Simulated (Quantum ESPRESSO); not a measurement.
# Projected density of states of magnetic Ba2Fe2Se2OF2, part 2 of 2

Where do the states of the two spins of Ba2Fe2Se2OF2 lie?

Quantum ESPRESSO 7.5; PBEsol with U = 4.5 eV on Fe d (ortho-atomic projectors); plane waves with GBRV 1.5 PBEsol potentials, no spin-orbit coupling.

So far, absolute magnetization (μB): step 2 (ground-state run) 7.61.

## (3) Post-processing

Level of this step: PBEsol with U = 4.5 eV on Fe d (ortho-atomic projectors); plane waves with GBRV 1.5 PBEsol potentials, no spin-orbit coupling, projections on orthogonalised atomic orbitals (Quantum ESPRESSO).

projwfc.in

```
&PROJWFC
  prefix = 'pwscf'
  outdir = './tmp'
  filpdos = 'pdos'
  ngauss = 0
  degauss = 0.01
  DeltaE = 0.05
  Emin = 0.84
  Emax = 14.84
/
```

On the command line:

```sh
$ OMP_NUM_THREADS=1 mpirun -n 4 projwfc.x -nk 4 -in projwfc.in > projwfc.out
```

The log of the run:

```text
[banner, memory and clock lines left out]
Program PROJWFC v.7.5 starts

     [... lines left out ...]
     IMPORTANT: XC functional enforced from input :
     Exchange-correlation= PBESOL
                           (   1   4  10   8   0   0   0)
     Any further DFT definition will be discarded
     Please, verify this is what you really want

     G-vector sticks info

     Check: negative core charge=   -0.000013

     negative rho (up, down):  8.871E-02 8.871E-02

     Gaussian broadening (read from input): ngauss,degauss=   0    0.010000

     Calling projwave ....

  Problem Sizes
  natomwfc =           72
  nbnd     =           59
  nkstot   =           92
  npwx     =         4996
  nkb      =          151

     Atomic states used for projection
     (read from pseudopotential files):

     state #   1: atom   1 (Ba ), wfc  1 (l=0 m= 1)
     state #   2: atom   1 (Ba ), wfc  2 (l=1 m= 1)
     state #   3: atom   1 (Ba ), wfc  2 (l=1 m= 2)
     state #   4: atom   1 (Ba ), wfc  2 (l=1 m= 3)
     state #   5: atom   1 (Ba ), wfc  3 (l=2 m= 1)
     state #   6: atom   1 (Ba ), wfc  3 (l=2 m= 2)
     state #   7: atom   1 (Ba ), wfc  3 (l=2 m= 3)
     state #   8: atom   1 (Ba ), wfc  3 (l=2 m= 4)
     state #   9: atom   1 (Ba ), wfc  3 (l=2 m= 5)
     state #  10: atom   1 (Ba ), wfc  4 (l=0 m= 1)
     state #  11: atom   1 (Ba ), wfc  5 (l=1 m= 1)
     state #  12: atom   1 (Ba ), wfc  5 (l=1 m= 2)
     state #  13: atom   1 (Ba ), wfc  5 (l=1 m= 3)
     state #  14: atom   2 (Ba ), wfc  1 (l=0 m= 1)
     state #  15: atom   2 (Ba ), wfc  2 (l=1 m= 1)
     state #  16: atom   2 (Ba ), wfc  2 (l=1 m= 2)
     state #  17: atom   2 (Ba ), wfc  2 (l=1 m= 3)
     state #  18: atom   2 (Ba ), wfc  3 (l=2 m= 1)
     state #  19: atom   2 (Ba ), wfc  3 (l=2 m= 2)
     state #  20: atom   2 (Ba ), wfc  3 (l=2 m= 3)
     state #  21: atom   2 (Ba ), wfc  3 (l=2 m= 4)
     state #  22: atom   2 (Ba ), wfc  3 (l=2 m= 5)
     state #  23: atom   2 (Ba ), wfc  4 (l=0 m= 1)
     state #  24: atom   2 (Ba ), wfc  5 (l=1 m= 1)
     state #  25: atom   2 (Ba ), wfc  5 (l=1 m= 2)
     state #  26: atom   2 (Ba ), wfc  5 (l=1 m= 3)
     state #  27: atom   3 (Fe1), wfc  1 (l=0 m= 1)
     state #  28: atom   3 (Fe1), wfc  2 (l=1 m= 1)
     state #  29: atom   3 (Fe1), wfc  2 (l=1 m= 2)
     state #  30: atom   3 (Fe1), wfc  2 (l=1 m= 3)
     state #  31: atom   3 (Fe1), wfc  3 (l=2 m= 1)
     state #  32: atom   3 (Fe1), wfc  3 (l=2 m= 2)
     state #  33: atom   3 (Fe1), wfc  3 (l=2 m= 3)
     state #  34: atom   3 (Fe1), wfc  3 (l=2 m= 4)
     state #  35: atom   3 (Fe1), wfc  3 (l=2 m= 5)
     state #  36: atom   3 (Fe1), wfc  4 (l=0 m= 1)
     state #  37: atom   3 (Fe1), wfc  5 (l=1 m= 1)
     state #  38: atom   3 (Fe1), wfc  5 (l=1 m= 2)
     state #  39: atom   3 (Fe1), wfc  5 (l=1 m= 3)
     state #  40: atom   4 (Fe2), wfc  1 (l=0 m= 1)
     state #  41: atom   4 (Fe2), wfc  2 (l=1 m= 1)
     state #  42: atom   4 (Fe2), wfc  2 (l=1 m= 2)
     state #  43: atom   4 (Fe2), wfc  2 (l=1 m= 3)
     state #  44: atom   4 (Fe2), wfc  3 (l=2 m= 1)
     state #  45: atom   4 (Fe2), wfc  3 (l=2 m= 2)
     state #  46: atom   4 (Fe2), wfc  3 (l=2 m= 3)
     state #  47: atom   4 (Fe2), wfc  3 (l=2 m= 4)
     state #  48: atom   4 (Fe2), wfc  3 (l=2 m= 5)
     state #  49: atom   4 (Fe2), wfc  4 (l=0 m= 1)
     state #  50: atom   4 (Fe2), wfc  5 (l=1 m= 1)
     state #  51: atom   4 (Fe2), wfc  5 (l=1 m= 2)
     state #  52: atom   4 (Fe2), wfc  5 (l=1 m= 3)
     state #  53: atom   5 (Se ), wfc  1 (l=0 m= 1)
     state #  54: atom   5 (Se ), wfc  2 (l=1 m= 1)
     state #  55: atom   5 (Se ), wfc  2 (l=1 m= 2)
     state #  56: atom   5 (Se ), wfc  2 (l=1 m= 3)
     state #  57: atom   6 (Se ), wfc  1 (l=0 m= 1)
     state #  58: atom   6 (Se ), wfc  2 (l=1 m= 1)
     state #  59: atom   6 (Se ), wfc  2 (l=1 m= 2)
     state #  60: atom   6 (Se ), wfc  2 (l=1 m= 3)
     state #  61: atom   7 (O  ), wfc  1 (l=0 m= 1)
     state #  62: atom   7 (O  ), wfc  2 (l=1 m= 1)
     state #  63: atom   7 (O  ), wfc  2 (l=1 m= 2)
     state #  64: atom   7 (O  ), wfc  2 (l=1 m= 3)
     state #  65: atom   8 (F  ), wfc  1 (l=0 m= 1)
     state #  66: atom   8 (F  ), wfc  2 (l=1 m= 1)
     state #  67: atom   8 (F  ), wfc  2 (l=1 m= 2)
     state #  68: atom   8 (F  ), wfc  2 (l=1 m= 3)
     state #  69: atom   9 (F  ), wfc  1 (l=0 m= 1)
     state #  70: atom   9 (F  ), wfc  2 (l=1 m= 1)
     state #  71: atom   9 (F  ), wfc  2 (l=1 m= 2)
     state #  72: atom   9 (F  ), wfc  2 (l=1 m= 3)

 [... projections of the bands left out ...]

Lowdin Charges:

     Atom #   1: total charge =   9.7858, s =  2.0767, p =  6.5775, d =  1.1316,
                 spin up      =   4.8929, s =  1.0384,
                 spin up      =   4.8929, p =  3.2887, pz=  1.0967, px=  1.0948, py=  1.0972,
                 spin up      =   4.8929, d =  0.5658, dz2=  0.0843, dxz=  0.1279, dyz=  0.1273, dx2-y2=  0.1031, dxy=  0.1233,
                 spin down    =   4.8929, s =  1.0384,
                 spin down    =   4.8929, p =  3.2887, pz=  1.0967, px=  1.0972, py=  1.0948,
                 spin down    =   4.8929, d =  0.5658, dz2=  0.0843, dxz=  0.1273, dyz=  0.1279, dx2-y2=  0.1031, dxy=  0.1233,
                 polarization =   0.0000, s =  0.0000, p =  0.0000, d =  0.0000,
     Atom #   2: total charge =   9.7858, s =  2.0767, p =  6.5775, d =  1.1316,
                 spin up      =   4.8929, s =  1.0384,
                 spin up      =   4.8929, p =  3.2887, pz=  1.0967, px=  1.0948, py=  1.0972,
                 spin up      =   4.8929, d =  0.5658, dz2=  0.0843, dxz=  0.1279, dyz=  0.1273, dx2-y2=  0.1031, dxy=  0.1233,
                 spin down    =   4.8929, s =  1.0384,
                 spin down    =   4.8929, p =  3.2887, pz=  1.0967, px=  1.0972, py=  1.0948,
                 spin down    =   4.8929, d =  0.5658, dz2=  0.0843, dxz=  0.1273, dyz=  0.1279, dx2-y2=  0.1031, dxy=  0.1233,
                 polarization =   0.0000, s =  0.0000, p =  0.0000, d =  0.0000,
     Atom #   3: total charge =  15.6291, s =  2.3896, p =  7.0824, d =  6.1571,
                 spin up      =   9.6995, s =  1.2152,
                 spin up      =   9.6995, p =  3.5640, pz=  1.1795, px=  1.2028, py=  1.1817,
                 spin up      =   9.6995, d =  4.9202, dz2=  0.9778, dxz=  0.9866, dyz=  0.9915, dx2-y2=  0.9825, dxy=  0.9819,
                 spin down    =   5.9296, s =  1.1744,
                 spin down    =   5.9296, p =  3.5184, pz=  1.1710, px=  1.1863, py=  1.1611,
                 spin down    =   5.9296, d =  1.2368, dz2=  0.7675, dxz=  0.0952, dyz=  0.0353, dx2-y2=  0.3021, dxy=  0.0367,
                 polarization =   3.7698, s =  0.0408, p =  0.0456, d =  3.6834,
     Atom #   4: total charge =  15.6291, s =  2.3896, p =  7.0824, d =  6.1571,
                 spin up      =   5.9296, s =  1.1744,
                 spin up      =   5.9296, p =  3.5184, pz=  1.1710, px=  1.1611, py=  1.1863,
                 spin up      =   5.9296, d =  1.2368, dz2=  0.7673, dxz=  0.0353, dyz=  0.0953, dx2-y2=  0.3023, dxy=  0.0367,
                 spin down    =   9.6994, s =  1.2152,
                 spin down    =   9.6994, p =  3.5640, pz=  1.1795, px=  1.1817, py=  1.2028,
                 spin down    =   9.6994, d =  4.9202, dz2=  0.9778, dxz=  0.9915, dyz=  0.9866, dx2-y2=  0.9825, dxy=  0.9819,
                 polarization =  -3.7698, s = -0.0408, p = -0.0456, d = -3.6834,
     Atom #   5: total charge =   5.8881, s =  1.5417, p =  4.3464, d =  0.0000,
                 spin up      =   2.9440, s =  0.7709,
                 spin up      =   2.9440, p =  2.1732, pz=  0.7296, px=  0.7255, py=  0.7181,
                 spin up      =   2.9440, d =  0.0000, dz2=  0.0000, dxz=  0.0000, dyz=  0.0000, dx2-y2=  0.0000, dxy=  0.0000,
                 spin down    =   2.9441, s =  0.7709,
                 spin down    =   2.9441, p =  2.1732, pz=  0.7296, px=  0.7181, py=  0.7255,
                 spin down    =   2.9441, d =  0.0000, dz2=  0.0000, dxz=  0.0000, dyz=  0.0000, dx2-y2=  0.0000, dxy=  0.0000,
                 polarization =  -0.0000, s = -0.0000, p = -0.0000, d =  0.0000,
     Atom #   6: total charge =   5.8881, s =  1.5417, p =  4.3464, d =  0.0000,
                 spin up      =   2.9440, s =  0.7709,
                 spin up      =   2.9440, p =  2.1732, pz=  0.7296, px=  0.7255, py=  0.7181,
                 spin up      =   2.9440, d =  0.0000, dz2=  0.0000, dxz=  0.0000, dyz=  0.0000, dx2-y2=  0.0000, dxy=  0.0000,
                 spin down    =   2.9441, s =  0.7709,
                 spin down    =   2.9441, p =  2.1732, pz=  0.7296, px=  0.7181, py=  0.7255,
                 spin down    =   2.9441, d =  0.0000, dz2=  0.0000, dxz=  0.0000, dyz=  0.0000, dx2-y2=  0.0000, dxy=  0.0000,
                 polarization =  -0.0000, s = -0.0000, p = -0.0000, d =  0.0000,
     Atom #   7: total charge =   6.4992, s =  1.6574, p =  4.8418, d =  0.0000,
                 spin up      =   3.2496, s =  0.8287,
                 spin up      =   3.2496, p =  2.4209, pz=  0.8666, px=  0.7829, py=  0.7715,
                 spin up      =   3.2496, d =  0.0000, dz2=  0.0000, dxz=  0.0000, dyz=  0.0000, dx2-y2=  0.0000, dxy=  0.0000,
                 spin down    =   3.2496, s =  0.8287,
                 spin down    =   3.2496, p =  2.4209, pz=  0.8666, px=  0.7715, py=  0.7829,
                 spin down    =   3.2496, d =  0.0000, dz2=  0.0000, dxz=  0.0000, dyz=  0.0000, dx2-y2=  0.0000, dxy=  0.0000,
                 polarization =  -0.0000, s = -0.0000, p = -0.0000, d =  0.0000,
     Atom #   8: total charge =   7.3219, s =  1.7828, p =  5.5391, d =  0.0000,
                 spin up      =   3.6610, s =  0.8914,
                 spin up      =   3.6610, p =  2.7695, pz=  0.9187, px=  0.9255, py=  0.9254,
                 spin up      =   3.6610, d =  0.0000, dz2=  0.0000, dxz=  0.0000, dyz=  0.0000, dx2-y2=  0.0000, dxy=  0.0000,
                 spin down    =   3.6610, s =  0.8914,
                 spin down    =   3.6610, p =  2.7695, pz=  0.9187, px=  0.9254, py=  0.9255,
                 spin down    =   3.6610, d =  0.0000, dz2=  0.0000, dxz=  0.0000, dyz=  0.0000, dx2-y2=  0.0000, dxy=  0.0000,
                 polarization =  -0.0000, s =  0.0000, p = -0.0000, d =  0.0000,
     Atom #   9: total charge =   7.3219, s =  1.7828, p =  5.5391, d =  0.0000,
                 spin up      =   3.6610, s =  0.8914,
                 spin up      =   3.6610, p =  2.7695, pz=  0.9187, px=  0.9255, py=  0.9254,
                 spin up      =   3.6610, d =  0.0000, dz2=  0.0000, dxz=  0.0000, dyz=  0.0000, dx2-y2=  0.0000, dxy=  0.0000,
                 spin down    =   3.6610, s =  0.8914,
                 spin down    =   3.6610, p =  2.7695, pz=  0.9187, px=  0.9254, py=  0.9255,
                 spin down    =   3.6610, d =  0.0000, dz2=  0.0000, dxz=  0.0000, dyz=  0.0000, dx2-y2=  0.0000, dxy=  0.0000,
                 polarization =  -0.0000, s =  0.0000, p = -0.0000, d =  0.0000,
     Spilling Parameter:   0.0030
```

It took 6.8 s on 4 MPI ranks of Intel Xeon Platinum 8488C (Sapphire Rapids), shared host; peak memory 0.94 GiB.

The density of states has structure finer than the step of the table below, so its rows give means over 0.5 eV, whole bins alone (the curve runs from -9.00 to 5.05 eV). Peaks (eV: height): up -5.70: 8.8, -1.85: 4.14, 2.15: 5.59, 4.75: 5.16; down -5.70: 8.8, -1.85: 4.14, 2.15: 5.59, 4.75: 5.16; Ba1 p up -3.85: 0.0462, 2.35: 0.0469, 2.80: 0.0493, 4.90: 0.0897; Ba1 p down -3.85: 0.0462, 2.35: 0.0469, 2.80: 0.0493, 4.90: 0.0897; Fe3 d up -7.75: 1.02, -6.90: 2.92, -5.15: 1.58, -3.90: 0.527.

Gaussian broadening of 0.136 eV on the SCF mesh. Density of states against energy, zero at the Fermi level; means over each step; 7 of 10 lines; values in states/eV/cell:

```tsv
energy (eV)	up	down	Ba1 p up	Ba1 p down	Fe3 d up	Fe3 d down	Fe4 d up
-8.5	0.0309	0.0309	4.3e-5	4.3e-5	0.0174	2.0e-4	2.0e-4
-8.0	0.775	0.775	0.00120	0.00120	0.440	0.00508	0.00509
-7.5	0.888	0.889	0.00240	0.00240	0.516	0.00823	0.00821
-7.0	2.55	2.55	0.00373	0.00373	1.89	0.0136	0.0136
-6.5	2.60	2.60	0.00336	0.00336	2.15	0.0148	0.0148
-6.0	5.21	5.21	0.0230	0.0230	1.53	0.0417	0.0417
-5.5	7.59	7.59	0.0309	0.0309	0.750	0.0384	0.0384
-5.0	5.64	5.64	0.0223	0.0223	1.16	0.0355	0.0355
-4.5	1.37	1.37	0.0150	0.0150	0.248	0.0365	0.0366
-4.0	2.93	2.93	0.0336	0.0336	0.336	0.225	0.225
-3.5	1.80	1.80	0.0239	0.0239	0.156	0.142	0.142
-3.0	2.43	2.43	0.0173	0.0173	0.120	0.238	0.238
-2.5	3.15	3.15	0.00822	0.00822	0.0949	0.904	0.902
-2.0	2.93	2.93	0.0200	0.0200	0.136	0.638	0.639
-1.5	2.09	2.09	0.0218	0.0218	0.235	0.108	0.108
-1.0	0.0202	0.0202	2.3e-4	2.3e-4	0.00320	2.2e-4	2.2e-4
-0.5	0	0	0	0	0	0	0
0.0	0	0	0	0	0	0	0
0.5	0	0	0	0	0	0	0
1.0	0.0415	0.0415	2.4e-5	2.4e-5	3.0e-4	0.0209	0.0209
1.5	1.70	1.70	0.00329	0.00329	0.0102	1.29	1.29
2.0	4.45	4.45	0.0235	0.0235	0.0135	3.04	3.05
2.5	3.58	3.58	0.0398	0.0398	0.00640	1.80	1.80
3.0	1.55	1.55	0.0326	0.0326	0.00450	0.178	0.178
3.5	2.55	2.55	0.0255	0.0255	0.0109	0.120	0.120
4.0	3.29	3.29	0.0456	0.0456	0.00856	0.140	0.140
4.5	4.47	4.47	0.0662	0.0662	0.00960	0.210	0.210
```

## (4) Outcome

```json
{"state": "antiferromagnetic", "largest moment in a sphere": "3.38 μB"}
```

The most distinct maxima of the density of states (up) lie at -5.70, -3.90, -1.85, 2.15 and 4.75 eV, the highest at -5.70 eV. These are Kohn–Sham states without spin–orbit coupling, on the mesh of the self-consistent run. The moments are opposed on like sites, so the totals of the two spins are equal and the projections on single atoms show the splitting.

[Logs and program files are shortened in this print: banners, set-up blocks, solver, clock and traceback lines can be left out without a mark of their own.]

[Logs are printed without paths, hosts, clocks, repeated set-up lines and the standing remarks that a program may print on its own settings, such as how far it seeks lower states.]

[Hosts, paths, dates, database ids (printed as entryN), source tags and the programs' standing remarks are cut or masked in the printed files.]

[Where a cell is said to come from a database of computed structures, the database is the Materials Project.]
